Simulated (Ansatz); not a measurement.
## Screening in Si3N4 (P6_3/m)

How strongly does Si3N4 (P6_3/m) screen? Routes: perturbation theory, a sum over states and the RPA step of G0W0.

Main program and level: Ansatz 0.2.0; linear response on PBE, plane waves, PAW.

Report form: the programs' logs are mostly left out.

## (1) Starting point

It takes space group P6_3/m (No. 176, hexagonal). Conventional cell: a = 7.604 Å, b = 7.604 Å, c = 2.906 Å, α = 90.00°, β = 90.00°, γ = 120.00°. Nearest to Si lie 4 N at 1.73 to 1.74 Å. Nearest to N lie 3 Si at 1.74 Å. Nearest to N lie 3 Si at 1.73 Å. Farther neighbours and most contacts between anions are not listed.

Structure file:

```xyz
14
Lattice="7.6044 0.0000 0.0000 -3.8022 6.5856 0.0000 0.0000 0.0000 2.9063" Properties=species:S:1:pos:R:3 pbc="T T T"
Si    5.1801    1.1496    0.7266
Si    1.5945    5.0609    2.1797
Si    4.0188    3.9113    0.7266
Si   -1.3779    5.4360    2.1797
Si    2.2077    1.5247    0.7266
Si   -0.2166    2.6743    2.1797
N    -1.0237    2.1748    0.7266
N     5.2091    0.2009    2.1797
N     2.4306    4.6116    0.7266
N     4.8259    4.4108    2.1797
N    -1.4069    6.3847    0.7266
N     1.3716    1.9740    2.1797
N     3.8022    2.1952    0.7266
N     0.0000    4.3904    2.1797
```

The cell and positions come from the Crystallography Open Database and are kept as given unless a step says otherwise.

## (2) Response to a homogeneous field

The response to a uniform field gives ε∞, a yardstick for the screening that GW builds on its mesh.

This step: dielectric response by perturbation theory, PBE, plane waves, PAW; PAW set soft_1.

input.yaml reads:

```yaml
crystal:
  lattice:
    - [7.6044, 0.0, 0.0]
    - [-3.8022, 6.5856035805, 0.0]
    - [0.0, 0.0, 2.9063]
  atoms:
    - { symbol: Si, position: [0.768477, 0.174557, 0.25] }
    - { symbol: Si, position: [0.59392, 0.768477, 0.75] }
    - { symbol: Si, position: [0.825443, 0.59392, 0.25] }
    - { symbol: Si, position: [0.231523, 0.825443, 0.75] }
    - { symbol: Si, position: [0.40608, 0.231523, 0.25] }
    - { symbol: Si, position: [0.174557, 0.40608, 0.75] }
    - { symbol: "N", position: [0.0305, 0.33024, 0.25] }
    - { symbol: "N", position: [0.70026, 0.0305, 0.75] }
    - { symbol: "N", position: [0.66976, 0.70026, 0.25] }
    - { symbol: "N", position: [0.9695, 0.66976, 0.75] }
    - { symbol: "N", position: [0.29974, 0.9695, 0.25] }
    - { symbol: "N", position: [0.33024, 0.29974, 0.75] }
    - { symbol: "N", position: [0.6666666667, 0.3333333333, 0.25] }
    - { symbol: "N", position: [0.3333333333, 0.6666666667, 0.75] }
kpoints:
  mp_grid: { grid: [6, 6, 8] }
hamiltonian:
  xc: pbe
  pseudopotentials: { kind: paw, azcp: { folder: soft_1 } }
scf:
  occupations: { method: fixed }
dielectric: {}
```

On the command line:

```console
$ ansatz run input.yaml --threads 2 --pin off --max-ram 73728MiB --backend cuda --events-out ev --progress --plain --runs-dir out --devices 1 --max-vram 13GiB
```

The job ended after 96 s (1 × NVIDIA H100 80GB HBM3 (shared by 6 runs) with 2 threads of AMD EPYC 7R13 (Zen 3), shared host; peak memory 4 GiB; 2.7 min of CPU time).

This step gave:

* stated error of ε∞: 0.025

One over ε∞ averages 0.24, near the quarter of exact exchange in PBE0.

High-frequency dielectric tensor:

```
4.22 0.00 0.00
0.00 4.22 0.00
0.00 0.00 4.30
```

Born effective charge (e), principal values of the symmetric part by kind of site:

| atom | atoms with these values | low | middle | high | mean |
| --- | --- | --- | --- | --- | --- |
| Si1 | 6 | 3.15 | 3.40 | 3.56 | 3.37 |
| N7 | 6 | -3.16 | -2.83 | -1.58 | -2.52 |
| N13 | 2 | -2.95 | -2.95 | -1.73 | -2.55 |

In full for Si1:

```
3.39 0.22 0.00
0.19 3.32 0.00
0.00 0.00 3.40
```

## (3) Independent-particle spectrum

The independent-particle spectrum shows where the oscillator strength lies, before excitons and local fields.

This step: independent-particle optics on PBE, plane waves, PAW; PAW set soft_1.

Changes to input.yaml since step 2:

```diff
@@ -27,2 +27,4 @@
   occupations: { method: fixed }
-dielectric: {}
+  n_extra_bands: 99
+output:
+  optics: { e_range: [0, 25], de: 0.1, sigma: 0.2 }
```

Run time: 68 s. Hardware: 1 × NVIDIA H100 80GB HBM3 (shared by 6 runs) with 2 threads; peak memory 2.7 GiB.

This step gave:

| Item | Value |
| --- | --- |
| ε∞ without local fields (xx, yy, zz) | 4.368, 4.368, 4.439 |
| electrons in the f-sum (xx, yy, zz) | 51.07, 51.07, 51.22 |
| bands in the explicit sum (the static value is completed to all bands) | 131 |

The sum gives ε∞ = 4.37 and 4.44 without local fields.

Independent particles, no local fields, Gaussian width 0.2 eV. ε₂ against photon energy; read off at these points:

| photon energy (eV) | xx=yy | zz |
| --- | --- | --- |
| 4.0 | 0 | 0 |
| 5.0 | 0.0279 | 0.0881 |
| 6.0 | 2.18 | 0.448 |
| 7.0 | 3.84 | 3.30 |
| 7.8 | 6.39 | 5.39 |
| 8.0 | 5.93 | 4.37 |
| 9.0 | 6.20 | 13.2 |
| 10.0 | 6.28 | 6.78 |
| 10.6 | 6.43 | 6.25 |
| 11.0 | 6.08 | 5.45 |
| 12.0 | 5.11 | 4.83 |
| 13.0 | 4.47 | 3.49 |
| 14.0 | 3.46 | 3.33 |
| 15.0 | 2.60 | 3.37 |
| 16.0 | 2.18 | 2.58 |
| 17.0 | 1.76 | 1.73 |
| 18.0 | 1.56 | 1.15 |
| 19.0 | 1.06 | 0.867 |
| 20.0 | 0.810 | 0.539 |
| 21.0 | 0.613 | 0.453 |
| 22.0 | 0.453 | 0.416 |
| 23.0 | 0.397 | 0.305 |
| 24.0 | 0.342 | 0.267 |
| 25.0 | 0.317 | 0.241 |

Independent particles, no local fields, Gaussian width 0.2 eV. The loss function by photon energy; read off at these points:

| photon energy (eV) | xx=yy | zz |
| --- | --- | --- |
| 4.0 | 0 | 0 |
| 5.0 | 7.4e-4 | 0.00249 |
| 6.0 | 0.0344 | 0.00786 |
| 7.0 | 0.0615 | 0.0450 |
| 8.0 | 0.1000 | 0.0761 |
| 9.0 | 0.121 | 0.0629 |
| 10.0 | 0.134 | 0.147 |
| 11.0 | 0.161 | 0.182 |
| 12.0 | 0.192 | 0.204 |
| 13.0 | 0.220 | 0.264 |
| 14.0 | 0.264 | 0.295 |
| 15.0 | 0.345 | 0.280 |
| 16.0 | 0.371 | 0.321 |
| 17.0 | 0.435 | 0.299 |
| 18.0 | 0.500 | 0.424 |
| 19.0 | 0.661 | 0.552 |
| 20.0 | 0.788 | 0.773 |
| 21.0 | 1.07 | 1.43 |
| 22.0 | 1.72 | 1.89 |
| 23.0 | 2.44 | 3.04 |
| 23.7 | 2.93 | 3.53 |
| 24.0 | 2.85 | 3.59 |
| 25.0 | 2.56 | 2.64 |

Independent particles, no local fields, Gaussian width 0.2 eV. The ε₁ by photon energy:

| photon energy (eV) | xx=yy | zz |
| --- | --- | --- |
| 0 | 4.34 | 4.41 |
| 1 | 4.38 | 4.45 |
| 2 | 4.50 | 4.57 |
| 3 | 4.74 | 4.79 |
| 4 | 5.17 | 5.19 |
| 5 | 6.13 | 5.95 |
| 6 | 7.65 | 7.54 |
| 7 | 6.91 | 7.90 |
| 8 | 4.91 | 6.19 |
| 9 | 3.60 | 5.96 |
| 10 | 2.73 | 0.0129 |
| 11 | 0.860 | -0.550 |
| 12 | -0.699 | -0.649 |
| 13 | -0.581 | -1.01 |
| 14 | -1.06 | -0.434 |
| 15 | -0.873 | -0.831 |
| 16 | -1.06 | -1.18 |
| 17 | -0.979 | -1.67 |
| 18 | -0.827 | -1.18 |
| 19 | -0.694 | -0.905 |
| 20 | -0.609 | -0.637 |
| 21 | -0.444 | -0.335 |
| 22 | -0.242 | -0.216 |
| 23 | -0.0721 | -0.0852 |
| 24 | 0.0550 | 0.0548 |
| 25 | 0.152 | 0.182 |

## (4) RPA screening from the G0W0 run

G0W0 replaces the xc potential by the self-energy, built once from these orbitals. Only a window of levels is corrected, while the sums run over the empty bands that the input names. This step takes PAW set soft_1 files.

This step: G0W0 on PBE, plane waves, PAW; PAW set soft_1.

Changes to input.yaml since step 3:

```diff
@@ -21,3 +21,3 @@
 kpoints:
-  mp_grid: { grid: [6, 6, 8] }
+  mp_grid: { grid: [3, 3, 6] }
 hamiltonian:
@@ -27,4 +27,7 @@
   occupations: { method: fixed }
-  n_extra_bands: 99
-output:
-  optics: { e_range: [0, 25], de: 0.1, sigma: 0.2 }
+gw:
+  n_empty_bands: 798
+  ecut_chi: 180.0
+  qp_bands: [v4, c4]
+  qp_kpoints: band_edges
+  screening: { model: contour_deformation }
```

The job ended after 86 s (1 × NVIDIA H100 80GB HBM3 (shared by 6 runs) with 2 threads; peak memory 2.7 GiB).

This step gave:

```
bands summed                                 : 830
RPA ε∞ on this mesh (eigenvalues)            : 3.988, 3.988, 4.082
plane waves in the screening matrix          : 793
G0W0 gap on the mesh                         : 6.096 eV
k of the valence top                         : 0, 0, 0.1667
k of the conduction bottom                   : 0, 0, 0
starting gap on the mesh                     : 4.324 eV
least direct G0W0 gap on the computed points : 6.331 eV
```

The gap on the mesh goes from 4.32 eV to 6.10 eV, a correction of +1.77 eV. Between the two edge states, bare exchange in place of the xc potential would open the gap by 9.25 eV, and correlation takes back 7.47 eV.

Mean over the mesh in bins of 0.25 1/Å. Static inverse dielectric function, diagonal against length of q+G:

| length of q+G (Å⁻¹) | static inverse dielectric function, diagonal |
| --- | --- |
| 0.33 | 0.270 |
| 0.50 | 0.292 |
| 0.74 | 0.335 |
| 1.26 | 0.447 |
| 1.50 | 0.501 |
| 1.75 | 0.554 |
| 2.01 | 0.608 |
| 2.50 | 0.698 |
| 2.75 | 0.738 |
| 3.01 | 0.775 |
| 3.27 | 0.806 |
| 3.75 | 0.852 |
| 4.00 | 0.871 |
| 4.25 | 0.888 |
| 4.49 | 0.903 |
| 5.00 | 0.930 |
| 5.25 | 0.942 |
| 5.51 | 0.952 |
| 5.76 | 0.960 |
| 6.25 | 0.973 |
| 6.50 | 0.978 |
| 6.75 | 0.983 |

## (5) The values together

Times are wall times on 1 × NVIDIA H100 80GB HBM3 (shared by 6 runs) with 2 threads of AMD EPYC 7R13 (Zen 3), shared host, good to a factor of about two.

| method | mesh | ε∞, low | middle | high | mean | time |
| --- | --- | --- | --- | --- | --- | --- |
| perturbation theory (local fields and xc kernel) | 6×6×8 (response on 288 points) | 4.22 | 4.22 | 4.30 | 4.25 | 96 s |
| sum over states (no local fields) | 6×6×8 | 4.37 | 4.37 | 4.44 | 4.39 | 68 s |
| RPA with local fields, on the GW mesh | 3×3×6 | 3.99 | 3.99 | 4.08 | 4.02 | 86 s |

## (6) What came out

* perturbation theory (local fields and xc kernel): 4.22, 4.22, 4.30
* sum over states (no local fields): 4.37, 4.37, 4.44
* RPA with local fields, on the GW mesh: 3.99, 3.99, 4.08

In words: Mean Born effective charge: Si1 3.37, N7 -2.52, N13 -2.55 e. Distinct peaks of the ε₂ (xx=yy) stand at 7.8 and 10.6 eV; the one at 10.6 eV is strongest. The loss function (xx=yy) has its highest peak at 23.7 eV. The sum without local fields gives 4.39 in the mean against 4.25 by perturbation theory; local fields lower ε∞ and the xc kernel gives part of it back, though the sum also carries the error of its own mesh. The RPA values on the 3×3×6 mesh average 0.95 times those of perturbation theory (means 4.02 and 4.25). Without the xc kernel RPA should lie a little lower, as the mean does. PBE usually puts the gap too low, which tends to raise ε∞. Ions are clamped, so the lattice part of the static constant is not in these numbers.

[Paths, hosts, dates, memory and timing lines, banners, echoed tables and standing remarks are left out of the program output.]

[Logs are printed without paths, hosts, clocks, repeated set-up lines and the standing remarks that a program may print on its own settings, such as how far it seeks lower states.]

[Runs of the session that timed out or met a known fault of the program may be left out.]

[Cells called generated may have been cut or substituted from an entry of the Crystallography Open Database or the Materials Project.]

[Hosts, paths, dates, database ids (printed as entryN), source tags and the programs' standing remarks are cut or masked in the printed files.]
